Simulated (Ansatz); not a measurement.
## CdPbCl6, from a guessed structure to a relaxed one

This structure for CdPbCl6 is made up. Its elements were placed in a known structure type with a cell scaled to their sizes. What cell does the guess relax to, and how far off was it?

Method: DFT, PBEsol, plane-wave PAW, files of the set soft_1, scalar-relativistic, no spin, cell and ions relaxed at zero pressure; PAW set soft_1, in the first sound run; inputs show where later runs differ, in Ansatz 0.2.0.

## 1. The starting structure

It takes space group R-3 (No. 148, trigonal). Conventional cell: a = 6.480 Å, b = 6.480 Å, c = 19.270 Å, α = 90.00°, β = 90.00°, γ = 120.00°. Nearest to Pb lie 6 Cl at 2.58 Å. Cd has 6 Cl at 2.73 Å nearest. Cl has 1 Pb at 2.58 Å and 1 Cd at 2.73 Å nearest. Farther neighbours and most contacts between anions are not listed.

## 2. Relaxation of the guess

The guessed cell has no reason to be at equilibrium. It is relaxed with the atoms, within the space group of the guess.

input.yaml reads:

```yaml
crystal:
  lattice:
    - [3.24, 1.870614872, 6.423333333]
    - [-3.24, 1.870614872, 6.423333333]
    - [0.0, -3.741229744, 6.423333333]
  atoms:
    - { symbol: Pb, position: [0.0, 0.0, 0.0] }
    - { symbol: Cd, position: [0.5, 0.5, 0.5] }
    - { symbol: Cl, position: [0.6068, 0.2492, 0.9081] }
    - { symbol: Cl, position: [0.2492, 0.9081, 0.6068] }
    - { symbol: Cl, position: [0.9081, 0.6068, 0.2492] }
    - { symbol: Cl, position: [0.0919, 0.3932, 0.7508] }
    - { symbol: Cl, position: [0.7508, 0.0919, 0.3932] }
    - { symbol: Cl, position: [0.3932, 0.7508, 0.0919] }
kpoints:
  mp_grid: { grid: [5, 5, 5] }
scf:
  occupations: { method: fermi_dirac, width: 0.05 }
hamiltonian:
  xc: pbesol
  pseudopotentials: { kind: paw, azcp: { folder: soft_1 }, xc_functional: pbe }
relax:
  f_tol: 0.015
  max_steps: 70
  cell: {}
output:
  forces: true
  stress: true
```

Run with:

```bash
ansatz run input.yaml --threads 4 --pin off --max-ram 10240MiB --backend cpu --events-out ev --progress --plain --runs-dir out
```

Numbers of over 12 decimals in the logs are rounded to 6 here.

Output:

```text
Engine: ansatz 0.2.0, x86_64-unknown-linux-gnu
Pseudopotentials: kind: paw
Pseudopotential: Pb, paw, valence charge 14, recommended cutoff 420 eV (normal), soft_1/Pb.paw.azcp
Pseudopotential: Cd, paw, valence charge 20, recommended cutoff 420 eV (normal), soft_1/Cd.paw.azcp
Pseudopotential: Cl, paw, valence charge 7, recommended cutoff 420 eV (normal), soft_1/Cl.paw.azcp
Functional definition: PBEsol
  exchange = pbesol_x
  correlation = pbesol_c
Crystal: 8 atoms, lattice volume = 233.583 Å³
Basis set: ecut = 420 eV, 4593 PW (Γ), exchange–correlation on 100×100×100 points (8 copies of the dense FFT grid, shifted against one another)
Bands: 46, of which v1, the nominal top of the filled ones, is band 38 counted from 1 (37 counted from 0)
Symmetry: 6 space group operations
Space group: R-3 (ITA 148), of the structure as read, at distance tolerance 6.2e-5 Å
k-points: 23 of 125
Non-local potential: Pb, projectors of the file, l = 0: 2, l = 1: 2, l = 2: 2, l = 3: 1
Non-local potential: Cd, projectors of the file, l = 0: 3, l = 1: 2, l = 2: 2, l = 3: 1
Non-local potential: Cl, projectors of the file, l = 0: 2, l = 1: 2, l = 2: 1
PAW form: soft (Blöchl's): semilocal exchange-correlation on the pseudo side does not see the compensation charge
PAW frozen core: Pb, regenerated for the run's functional, and the local potential with it (the file was generated under x = pbe(κ = 0.804, μ = 0.219515), c = pbe(β = 0.066725))
PAW frozen core: Cd, regenerated for the run's functional, and the local potential with it (the file was generated under x = pbe(κ = 0.804, μ = 0.219515), c = pbe(β = 0.066725))
PAW frozen core: Cl, regenerated for the run's functional, and the local potential with it (the file was generated under x = pbe(κ = 0.804, μ = 0.219515), c = pbe(β = 0.066725))
PAW one-centre angular grid: Pb, 590 points (default); XC on 64 Gauss nodes
PAW one-centre angular grid: Cd, 590 points (default); XC on 64 Gauss nodes
PAW one-centre angular grid: Cl, 110 points (default); XC on 64 Gauss nodes
Initial density: superposition of atomic densities (chi_scale 0.1, normalization cell, long waves kept (reshape's long-wave potential 0.15 eV rms))
Initial wavefunctions: pseudopotential atomic-orbital guess
Functional: x = pbesol(κ = 0.804, μ = 0.123457), c = pbesol(β = 0.046)
SCF iter   1: F=—  HF=-26315.837676 eV  |F-HF|=—  |Δ(HF+E_count)|=         —  Δρ=5.70e-2  dr2=1.17e1  ethr=3.10e-3  ⟨swp⟩=9.9  Hψ=5301  notcnv=0  defer=7
preconditioner: auto → Resta (q_TF=auto, 2.263 Å⁻¹)  ε∞=3.4  [insulator: Δε(μ)=0.625 eV  Ē_g=13.014 eV  σ=0.050 eV  W_gap=0.98  n_scr=46 (ndim 8)  ℏωp=20.0 eV  f_vac=0.097  D(μ)=0.01/eV (n_scr^D=0)  ε∞_Penn≈3.4]
SCF iter   2: F=—  HF=-26311.973594 eV  |F-HF|=—  |Δ(HF+E_count)|=    3.86e0  Δρ=1.65e-2  dr2=7.93e-1  ethr=3.10e-3  ⟨swp⟩=4.5  Hψ=2456  notcnv=0  defer=66
SCF iter   3: F=—  HF=-26311.717490 eV  |F-HF|=—  |Δ(HF+E_count)|=   2.56e-1  Δρ=6.52e-3  dr2=7.76e-2  ethr=1.04e-3  ⟨swp⟩=3.2  Hψ=1892  notcnv=0  defer=66
SCF iter   4: F=—  HF=-26311.699793 eV  |F-HF|=—  |Δ(HF+E_count)|=   1.77e-2  Δρ=1.02e-3  dr2=2.03e-3  ethr=1.02e-4  ⟨swp⟩=3.1  Hψ=2245  notcnv=0  defer=66
SCF iter   5: F=—  HF=-26311.701057 eV  |F-HF|=—  |Δ(HF+E_count)|=   1.26e-3  Δρ=2.80e-4  dr2=2.43e-4  ethr=2.66e-6  ⟨swp⟩=2.1  Hψ=1858  notcnv=0  defer=66
SCF iter   6: F=—  HF=-26311.701314 eV  |F-HF|=—  |Δ(HF+E_count)|=   2.57e-4  Δρ=6.78e-5  dr2=1.62e-5  ethr=3.20e-7  ⟨swp⟩=2.0  Hψ=1405  notcnv=0  defer=66
SCF iter   7: F=—  HF=-26311.701238 eV  |F-HF|=—  |Δ(HF+E_count)|=   7.59e-5  Δρ=2.18e-5  dr2=1.39e-6  ethr=2.13e-8  ⟨swp⟩=2.8  Hψ=2021  notcnv=0  defer=66
SCF iter   8: F=—  HF=-26311.701239 eV  |F-HF|=—  |Δ(HF+E_count)|=   1.39e-6  Δρ=6.16e-6  dr2=2.01e-7  ethr=1.83e-9  ⟨swp⟩=2.0  Hψ=1727  notcnv=0  defer=66
SCF iter   9: F=-26311.701239 eV  HF=-26311.701239 eV  |F-HF|=2.07e-8  |Δ(HF+E_count)|=   2.01e-7  Δρ=1.99e-6  dr2=1.61e-8  ethr=1.32e-10  ⟨swp⟩=5.0  Hψ=4048  notcnv=0
SCF 1 converged in 9 iterations: F = -26311.701239 eV  dr2 = 1.61e-8
  greatest PAW one-centre occupation: 1.000 electrons in one spin orbital (limit 2), on the Cd atom at site 1 (counted from 0), in its partial waves of l = 0
relax step   1: F+E_penalty+E_count = -26311.70123935 eV  Δ(F+E_penalty+E_count) = +0.000e0 eV  max|allowed force component| = 2.015e-1 eV/Å  Δτ_max = 0.0000 Å  P = -2.377 GPa  Ω = 233.583 Å³  (9 SCF iters, dr2 threshold 1.00e-7 eV, accepted)
Crystal: 8 atoms, lattice volume = 215.443 Å³
Basis set: ecut = 420 eV, 4245 PW (Γ), exchange–correlation on 100×100×100 points (8 copies of the dense FFT grid, shifted against one another)
Initial density: handed on by an earlier stage of this run
Initial wavefunctions: those handed on with the density
iter 1 solved again at ethr=1.35e-4 eV; its pass at ethr=3.10e-3 eV (dr2=1.03e-1 eV) is discarded
SCF iter   1: F=—  HF=-26312.022210 eV  |F-HF|=—  |Δ(HF+E_count)|=         —  Δρ=5.35e-3  dr2=1.04e-1  ethr=1.35e-4  ⟨swp⟩=3.6  Hψ=6415  notcnv=0
preconditioner: auto → Resta (q_TF=auto, 2.293 Å⁻¹)  ε∞=3.6  [insulator: Δε(μ)=0.896 eV  Ē_g=12.949 eV  σ=0.050 eV  W_gap=1.00  n_scr=46 (ndim 8)  ℏωp=20.9 eV  f_vac=0.070  D(μ)=0.00/eV (n_scr^D=0)  ε∞_Penn≈3.6]
SCF iter   2: F=—  HF=-26311.993533 eV  |F-HF|=—  |Δ(HF+E_count)|=   2.87e-2  Δρ=2.67e-3  dr2=1.66e-2  ethr=1.35e-4  ⟨swp⟩=3.4  Hψ=1918  notcnv=0
SCF iter   3: F=—  HF=-26311.988283 eV  |F-HF|=—  |Δ(HF+E_count)|=   5.25e-3  Δρ=7.05e-4  dr2=1.68e-3  ethr=2.19e-5  ⟨swp⟩=3.0  Hψ=2185  notcnv=0  defer=1
SCF iter   4: F=—  HF=-26311.987911 eV  |F-HF|=—  |Δ(HF+E_count)|=   3.72e-4  Δρ=2.24e-4  dr2=1.09e-4  ethr=2.20e-6  ⟨swp⟩=2.3  Hψ=1623  notcnv=0  defer=1
SCF iter   5: F=—  HF=-26311.987855 eV  |F-HF|=—  |Δ(HF+E_count)|=   5.65e-5  Δρ=6.56e-5  dr2=1.07e-5  ethr=1.43e-7  ⟨swp⟩=2.0  Hψ=1783  notcnv=0  defer=1
SCF iter   6: F=-26311.987872 eV  HF=-26311.987871 eV  |F-HF|=1.19e-6  |Δ(HF+E_count)|=   1.58e-5  Δρ=1.27e-5  dr2=4.98e-7  ethr=1.05e-9  ⟨swp⟩=4.0  Hψ=4611  notcnv=0
SCF 2 converged in 6 iterations: F = -26311.987872 eV  dr2 = 4.98e-7
relax step   2: F+E_penalty+E_count = -26311.98787192 eV  Δ(F+E_penalty+E_count) = -2.866e-1 eV  max|allowed force component| = 7.879e-2 eV/Å  Δτ_max = 0.0675 Å  P = -0.575 GPa  Ω = 215.443 Å³  energy of the carried Pulay correction = +1.358e-3 eV  (6 SCF iters, dr2 threshold 8.00e-7 eV, accepted)
Crystal: 8 atoms, lattice volume = 202.056 Å³
Basis set: ecut = 420 eV, 3955 PW (Γ), exchange–correlation on 100×100×100 points (8 copies of the dense FFT grid, shifted against one another)
iter 1 solved again at ethr=1.80e-4 eV; its pass at ethr=3.10e-3 eV (dr2=1.37e-1 eV) is discarded
SCF iter   1: F=—  HF=-26312.092111 eV  |F-HF|=—  |Δ(HF+E_count)|=         —  Δρ=8.42e-3  dr2=1.39e-1  ethr=1.80e-4  ⟨swp⟩=3.4  Hψ=6475  notcnv=0
preconditioner: auto → Resta (q_TF=auto, 2.318 Å⁻¹)  ε∞=3.8  [insulator: Δε(μ)=0.941 eV  Ē_g=12.986 eV  σ=0.050 eV  W_gap=1.00  n_scr=52 (ndim 8)  ℏωp=21.5 eV  f_vac=0.041  D(μ)=0.00/eV (n_scr^D=0)  ε∞_Penn≈3.8]
SCF iter   2: F=—  HF=-26312.053902 eV  |F-HF|=—  |Δ(HF+E_count)|=   3.82e-2  Δρ=3.95e-3  dr2=2.37e-2  ethr=1.80e-4  ⟨swp⟩=4.0  Hψ=1963  notcnv=0
SCF iter   3: F=—  HF=-26312.047861 eV  |F-HF|=—  |Δ(HF+E_count)|=   6.04e-3  Δρ=9.12e-4  dr2=1.65e-3  ethr=3.12e-5  ⟨swp⟩=2.0  Hψ=1629  notcnv=0  defer=1
SCF iter   4: F=—  HF=-26312.047775 eV  |F-HF|=—  |Δ(HF+E_count)|=   8.57e-5  Δρ=3.58e-4  dr2=2.14e-4  ethr=2.17e-6  ⟨swp⟩=2.0  Hψ=1764  notcnv=0  defer=1
SCF iter   5: F=—  HF=-26312.047725 eV  |F-HF|=—  |Δ(HF+E_count)|=   4.99e-5  Δρ=8.95e-5  dr2=1.62e-5  ethr=2.82e-7  ⟨swp⟩=2.2  Hψ=1831  notcnv=0  defer=1
SCF iter   6: F=—  HF=-26312.047748 eV  |F-HF|=—  |Δ(HF+E_count)|=   2.27e-5  Δρ=2.19e-5  dr2=1.39e-6  ethr=2.14e-8  ⟨swp⟩=2.3  Hψ=1689  notcnv=0  defer=1
SCF iter   7: F=-26312.047750 eV  HF=-26312.047750 eV  |F-HF|=2.47e-7  |Δ(HF+E_count)|=   1.59e-6  Δρ=7.55e-6  dr2=1.33e-7  ethr=1.05e-9  ⟨swp⟩=5.0  Hψ=3998  notcnv=0
SCF 3 converged in 7 iterations: F = -26312.047750 eV  dr2 = 1.33e-7
relax step   3: F+E_penalty+E_count = -26312.04774975 eV  Δ(F+E_penalty+E_count) = -5.988e-2 eV  max|allowed force component| = 9.911e-2 eV/Å  Δτ_max = 0.1624 Å  P = +0.309 GPa  Ω = 202.056 Å³  energy of the carried Pulay correction = +2.490e-3 eV  (7 SCF iters, dr2 threshold 8.00e-7 eV, accepted)
Crystal: 8 atoms, lattice volume = 205.472 Å³
Basis set: ecut = 420 eV, 4063 PW (Γ), exchange–correlation on 100×100×100 points (8 copies of the dense FFT grid, shifted against one another)
iter 1 solved again at ethr=1.85e-5 eV; its pass at ethr=3.10e-3 eV (dr2=1.41e-2 eV) is discarded
SCF iter   1: F=—  HF=-26312.069992 eV  |F-HF|=—  |Δ(HF+E_count)|=         —  Δρ=2.93e-3  dr2=1.55e-2  ethr=1.85e-5  ⟨swp⟩=3.7  Hψ=5794  notcnv=0
preconditioner: auto → Resta (q_TF=auto, 2.312 Å⁻¹)  ε∞=3.7  [insulator: Δε(μ)=0.996 eV  Ē_g=12.937 eV  σ=0.050 eV  W_gap=1.00  n_scr=52 (ndim 8)  ℏωp=21.4 eV  f_vac=0.048  D(μ)=0.00/eV (n_scr^D=0)  ε∞_Penn≈3.7]
SCF iter   2: F=—  HF=-26312.065552 eV  |F-HF|=—  |Δ(HF+E_count)|=   4.44e-3  Δρ=1.36e-3  dr2=2.74e-3  ethr=1.85e-5  ⟨swp⟩=2.0  Hψ=1589  notcnv=0
SCF iter   3: F=—  HF=-26312.064797 eV  |F-HF|=—  |Δ(HF+E_count)|=   7.55e-4  Δρ=2.85e-4  dr2=1.56e-4  ethr=3.61e-6  ⟨swp⟩=2.0  Hψ=1449  notcnv=0
SCF iter   4: F=—  HF=-26312.064690 eV  |F-HF|=—  |Δ(HF+E_count)|=   1.08e-4  Δρ=1.27e-4  dr2=2.58e-5  ethr=2.05e-7  ⟨swp⟩=2.0  Hψ=1870  notcnv=0
SCF iter   5: F=—  HF=-26312.064692 eV  |F-HF|=—  |Δ(HF+E_count)|=   2.00e-6  Δρ=3.20e-5  dr2=2.23e-6  ethr=3.40e-8  ⟨swp⟩=2.3  Hψ=1696  notcnv=0
SCF iter   6: F=-26312.064695 eV  HF=-26312.064695 eV  |F-HF|=1.41e-7  |Δ(HF+E_count)|=   3.08e-6  Δρ=7.85e-6  dr2=1.46e-7  ethr=8.08e-10  ⟨swp⟩=5.0  Hψ=4033  notcnv=0
SCF 4 converged in 6 iterations: F = -26312.064695 eV  dr2 = 1.46e-7
relax step   4: F+E_penalty+E_count = -26312.06469486 eV  Δ(F+E_penalty+E_count) = -1.695e-2 eV  max|allowed force component| = 6.360e-3 eV/Å  Δτ_max = 0.0578 Å  P = -0.041 GPa  Ω = 205.472 Å³  energy of the carried Pulay correction = +2.189e-3 eV  (6 SCF iters, dr2 threshold 6.14e-7 eV, accepted)
Crystal: 8 atoms, lattice volume = 205.121 Å³
Basis set: ecut = 420 eV, 4051 PW (Γ), exchange–correlation on 100×100×100 points (8 copies of the dense FFT grid, shifted against one another)
iter 1 solved again at ethr=1.27e-7 eV; its pass at ethr=3.10e-3 eV (dr2=9.62e-5 eV) is discarded
SCF iter   1: F=—  HF=-26312.064989 eV  |F-HF|=—  |Δ(HF+E_count)|=         —  Δρ=2.02e-4  dr2=8.39e-5  ethr=1.27e-7  ⟨swp⟩=3.0  Hψ=5370  notcnv=0
preconditioner: auto → Resta (q_TF=auto, 2.312 Å⁻¹)  ε∞=3.7  [insulator: Δε(μ)=0.988 eV  Ē_g=12.950 eV  σ=0.050 eV  W_gap=1.00  n_scr=52 (ndim 8)  ℏωp=21.4 eV  f_vac=0.047  D(μ)=0.00/eV (n_scr^D=0)  ε∞_Penn≈3.7]
SCF iter   2: F=—  HF=-26312.064982 eV  |F-HF|=—  |Δ(HF+E_count)|=   7.10e-6  Δρ=9.49e-5  dr2=1.46e-5  ethr=1.10e-7  ⟨swp⟩=2.3  Hψ=1589  notcnv=0
SCF iter   3: F=—  HF=-26312.064954 eV  |F-HF|=—  |Δ(HF+E_count)|=   2.82e-5  Δρ=2.07e-5  dr2=8.91e-7  ethr=1.92e-8  ⟨swp⟩=2.0  Hψ=1447  notcnv=0
SCF iter   4: F=—  HF=-26312.064849 eV  |F-HF|=—  |Δ(HF+E_count)|=   1.05e-4  Δρ=8.78e-6  dr2=1.20e-7  ethr=1.17e-9  ⟨swp⟩=2.0  Hψ=1832  notcnv=0
SCF iter   5: F=-26312.064849 eV  HF=-26312.064849 eV  |F-HF|=1.03e-8  |Δ(HF+E_count)|=   7.85e-9  Δρ=2.13e-6  dr2=9.04e-9  ethr=1.26e-11  ⟨swp⟩=4.5  Hψ=4687  notcnv=0
SCF 5 converged in 5 iterations: F = -26312.064849 eV  dr2 = 9.04e-9
relax step   5: F+E_penalty+E_count = -26312.06484882 eV  Δ(F+E_penalty+E_count) = -1.540e-4 eV  max|allowed force component| = 1.019e-3 eV/Å  Δτ_max = 0.0037 Å  P = +0.004 GPa  Ω = 205.121 Å³  energy of the carried Pulay correction = +2.220e-3 eV  (5 SCF iters, dr2 threshold 9.57e-9 eV, accepted)
Basis set: ecut = 420 eV, 4051 PW (Γ), exchange–correlation on 96×96×96 points (8 copies of the dense FFT grid, shifted against one another)
Initial wavefunctions: pseudopotential atomic-orbital guess (no wavefunctions were taken with the density)
iter 1 solved again at ethr=1.28e-6 eV; its pass at ethr=3.10e-3 eV (dr2=9.71e-4 eV) is discarded
SCF iter   1: F=—  HF=-26312.063118 eV  |F-HF|=—  |Δ(HF+E_count)|=         —  Δρ=1.16e-4  dr2=4.10e-6  ethr=1.28e-6  ⟨swp⟩=3.5  Hψ=8217  notcnv=0
eigensolver tolerance schedule: the retry pair's looser diagonalisation over-reported the residual by 235.68 of it (diagonalisation noise at 0.11 of the residual, at the tolerance the schedule requests for it); recorded, not acted on — ethr = c·dr2/N_el stays at c = 1.0e-1
preconditioner: auto → Resta (q_TF=auto, 2.312 Å⁻¹)  ε∞=3.7  [insulator: Δε(μ)=0.989 eV  Ē_g=12.949 eV  σ=0.050 eV  W_gap=1.00  n_scr=52 (ndim 8)  ℏωp=21.4 eV  f_vac=0.047  D(μ)=0.00/eV (n_scr^D=0)  ε∞_Penn≈3.7]
SCF iter   2: F=—  HF=-26312.063150 eV  |F-HF|=—  |Δ(HF+E_count)|=   3.16e-5  Δρ=5.75e-5  dr2=1.11e-6  ethr=5.40e-9  ⟨swp⟩=2.0  Hψ=1932  notcnv=0
SCF iter   3: F=—  HF=-26312.063151 eV  |F-HF|=—  |Δ(HF+E_count)|=   1.49e-6  Δρ=1.40e-5  dr2=5.77e-8  ethr=1.46e-9  ⟨swp⟩=2.0  Hψ=1363  notcnv=0
SCF iter   4: F=—  HF=-26312.063151 eV  |F-HF|=—  |Δ(HF+E_count)|=   8.53e-8  Δρ=1.29e-6  dr2=1.64e-9  ethr=7.60e-11  ⟨swp⟩=2.1  Hψ=1735  notcnv=0
SCF iter   5: F=—  HF=-26312.063151 eV  |F-HF|=—  |Δ(HF+E_count)|=  9.02e-10  Δρ=2.59e-7  dr2=1.23e-10  ethr=2.16e-12  ⟨swp⟩=3.3  Hψ=2405  notcnv=0
SCF iter   6: F=-26312.063151 eV  HF=-26312.063151 eV  |F-HF|=2.91e-11  |Δ(HF+E_count)|=  5.82e-11  Δρ=6.56e-8  dr2=1.41e-11  ethr=1.00e-12  ⟨swp⟩=5.0  Hψ=4050  notcnv=0
SCF 6 converged in 6 iterations: F = -26312.063151 eV  dr2 = 1.41e-11
relax step   6: F+E_penalty+E_count = -26312.06315128 eV  Δ(F+E_penalty+E_count) = +1.698e-3 eV  max|allowed force component| = 1.087e-3 eV/Å  Δτ_max = 0.0000 Å  P = -0.001 GPa  Ω = 205.121 Å³  stress off target by 7.12e-3 GPa  SCF on the basis re-selected at this cell (its energy is not comparable with the rows above)  (6 SCF iters)
basis re-selected at this cell: Δ(F+E_penalty+E_count) = +1.698e-3 eV, ΔP = -0.004 GPa vs the last step (what re-selecting the basis moved, of the pressure what is left beyond the Pulay correction that the steps carried, after the strain that the cell walked since its last selection, with what the two solves' SCF thresholds leave and, on support functions, any second-order correction that the steps lacked; it is no measure of the basis error at this ecutwfc). The dense FFT grid was sized anew with the basis: this SCF ran on 48×48×48 points, the steps before it on 50×50×50, so part of this shift can come from that change (see relax.cell in the input reference). [rest of the remark cut]
SCF converged after 6 iterations
Free energy (F): -26312.063151 eV
Harris-Foulkes:  -26312.063151 eV  (|F-HF|=2.91e-11)
Internal energy: -26312.063144 eV  (E = F + TS)
E sigma→0 (E₀):  -26312.063148 eV
Entropy (-TS):   -0.000008 eV (-0.001 meV/atom)
Fermi energy:    3.646495 eV
--- Per-component energies (eV) ---
  E_band       = -776.265542
  E_kinetic    = 1645.218695
  E_local      = -7326.063190  (includes V_loc(G=0)·N_el)
  E_nonlocal   = 628.141227
  E_hartree    = 3079.701086
  E_xc         = -989.700535
  E_vxc        = -1019.754671  (∫ρ·V_xc dr)
  E_paw        = -18133.361747  (= ΣΔE_a)
  E_vpaw       = -863.210629  (= ΣTr[D̂ρ^β])
  E_aug_tail   = 0.000992  (compensation charges beyond the density's cutoff)
  E_ewald      = -5216.874395
  E_core_change = 0.874724  (= ΣΔE_core)
  E_smearing   = -0.000008  (= −TS)
  E_closure    = 0.000000  (closes the sum)
  Σ components = -26312.063151   (vs F -26312.063151, Δ=0.00e0)
--- Forces (eV/Å), atoms counted from 1 ---
  atom   1  Pb     0.00000000    -0.00000000    -0.00000000
  atom   2  Cd     0.00000000    -0.00000000     0.00000000
  atom   3  Cl    -0.00108692    -0.00028038    -0.00103892
  atom   4  Cl     0.00030064     0.00108149    -0.00103892
  atom   5  Cl     0.00078628    -0.00080111    -0.00103892
  atom   6  Cl    -0.00078628     0.00080111     0.00103892
  atom   7  Cl    -0.00030064    -0.00108149     0.00103892
  atom   8  Cl     0.00108692     0.00028038     0.00103892
  max |Σ_I F_I| component: 4.77e-18 eV/Å
--- Stress (GPa, compression-positive) ---
        0.002749      -0.000000      -0.000000
        0.000000       0.002749       0.000000
       -0.000000       0.000000      -0.007125
  P = ⅓ Tr σ = -0.0005 GPa (-0.005 kbar)
--- Relaxed structure (5 steps of the walk, 5 accepted, 1 SCFs on fresh bases) ---
  F+E_penalty+E_count = -26312.06315128 eV   max|allowed force component| = 1.087e-3 eV/Å   (the final SCF, on the basis selected at the relaxed cell)
  cell:  # Å, volume = 205.1207 Å³
    - [3.183839, 1.838190, 5.841396]
    - [-3.183839, 1.838190, 5.841396]
    - [-4.893925406448603e-17, -3.676380, 5.841396]
  atoms:
    - { symbol: Pb, position: [0, 2.4672097756607733e-19, 3.7398768141980574e-19] }
    - { symbol: Cd, position: [0.500000, 0.5, 0.5] }
    - { symbol: Cl, position: [0.581710, 0.243380, 0.924908] }
    - { symbol: Cl, position: [0.243380, 0.924908, 0.581710] }
    - { symbol: Cl, position: [0.924908, 0.581710, 0.243380] }
    - { symbol: Cl, position: [0.075092, 0.418290, 0.756620] }
    - { symbol: Cl, position: [0.756620, 0.075092, 0.418290] }
    - { symbol: Cl, position: [0.418290, 0.756620, 0.075092] }
```

Run time: 15 s. Hardware: 4 threads of Intel Xeon at 2.60GHz (Ice Lake), shared host; peak memory 0.8 GiB.

Step by step:

```tsv
step	energy less that of the first step (eV)	largest force component (eV/Å)	pressure (GPa)	volume (Å³)
1	0.0000	0.2015	-2.38	233.58
2	-0.2866	0.0788	-0.58	215.44
3	-0.3465	0.0991	0.31	202.06
4	-0.3635	0.0064	-0.04	205.47
5	-0.3636	0.0010	0.00	205.12
6*	-0.3619	0.0011	0.00	205.12
```

Relaxation steps marked * repeat the geometry before them on a plane-wave basis chosen anew for their cell, so energy and pressure can jump there.

The run keeps the 6 symmetry operations that it works with, so distortions that break them were not tested.

```tsv
conventional cell, symmetrised	before	after	change
a (Å)	6.480	6.368	-1.7 %
b (Å)	6.480	6.368	-1.7 %
c (Å)	19.270	17.524	-9.1 %
volume (Å³/atom)	29.20	25.64	-12.2 %
```

The atoms that moved most (Å, as changes of fractional coordinates times the final cell):

```tsv
atom	dx	dy	dz	length
Cl7	0.072	-0.112	0.082	0.157
Cl6	-0.133	-0.006	0.082	0.157
Cl8	0.061	0.119	0.082	0.157
Cl5	0.133	0.006	-0.082	0.157
Cl3	-0.061	-0.119	-0.082	0.157
Cl4	-0.072	0.112	-0.082	0.157
```

Numbers from this step:

| Item | Value |
| --- | --- |
| free energy | -26312.0632 eV |
| Fermi energy | 3.646 eV |
| gap by band count | 0.9887 eV |
| electrons | 76 |
| symmetry operations | 6 |
| pressure | -5.42e-4 GPa |

The shortest distance of each pair, which need not be the same contact before and after:

```tsv
pair	guess (Å)	relaxed (Å)
Cl–Pb	2.576	2.564
Cd–Cl	2.729	2.616
Cl–Cl	3.607	3.556
Cd–Pb	4.931	4.695
```

The relaxation ends with a largest force component of 0.0011 eV/Å and a pressure of 0.00 GPa.

[end of part 1 of 2]

[Logs are printed without paths, hosts, clocks, repeated set-up lines and the standing remarks that a program may print on its own settings, such as how far it seeks lower states.]

[Hosts, paths, dates, database ids (printed as entryN), source tags and the programs' standing remarks are cut or masked in the printed files.]
